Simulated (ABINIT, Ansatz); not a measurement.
Records of electronic-structure calculations.

Quasiparticle gap of SF6 (Im-3m) in ABINIT. It takes space group Im-3m (No. 229, cubic). Conventional cell: a = 5.747 Å, b = 5.747 Å, c = 5.747 Å, α = 90.00°, β = 90.00°, γ = 90.00°. Nearest to S lie 6 F at 1.58 Å. Nearest to F lie 1 S at 1.58 Å. Farther neighbours, and contacts between anions beyond the nearest, are not listed. The calculation used RPA screening on LDA, plane waves, norm-conserving pseudopotentials (and 2 further levels or steps) in ABINIT 10.8.3, with cutoff 36 Ha, PseudoDojo scalar-relativistic 0.4.1 standard, norm-conserving, ngkpt (2, 2, 2), nband 178, ecuteps 6.5 Ha, inclvkb 2, fftgw 31, shiftk (0, 0, 0), symchi 1, awtr 1, frequency ppm, 2×2×2 k-mesh. The LDA gap is 6.13 eV, direct. The G0W0 gap on the mesh is 11.77 eV. The GW settings are 2×2×2 mesh, 178 bands, screening to 176.9 eV, Godby-Needs plasmon pole and the known limits are short of the basis limit; coarse k mesh. G0W0 moves the gap on the mesh from 6.13 eV to 11.77 eV (+5.64 eV), with Z of 0.84 and 0.87 at the edges. Local fields lower the RPA ε∞ on this mesh from 2.01 to 1.76; a Γ-centred mesh this coarse tends to raise both, most where the direct gap is narrow, while a short band sum lowers them. The program's warnings: nproc spkpt=  >= nkpt= * nsppol=. The cell and positions are those that the Materials Project relaxed with its own functionals (PBE, PBE+U or r2SCAN), kept fixed. The 2×2×2 mesh is coarse for this cell, which bears on the long-range parts of exchange and screening.

[Paths, hosts, dates, memory and timing lines, banners, echoed tables and standing remarks are left out of the program output; an Ansatz launch command may be rebuilt from the run's recorded settings. Measured values are a selection of at most five: reports struck by readers or far from the other reports are left out. None is set beside runs whose start may be inverted or whose files or cutoffs have a known fault.]

[Runs of the session that timed out or met a known fault of the program may be left out.]

[Hosts, paths, dates, database ids (printed as entryN), source tags and the programs' standing remarks are cut or masked in the printed files.]

[G0W0 gaps are taken among the corrected bands and points alone; a level outside them can change the order at an edge.]

[Where Ansatz stands beside ABINIT at settings called matched, ABINIT's density can come from a denser mesh and the files from another edition; pairs whose starting gaps differed by over 0.03 eV were left out, so agreement reads better than it is.]
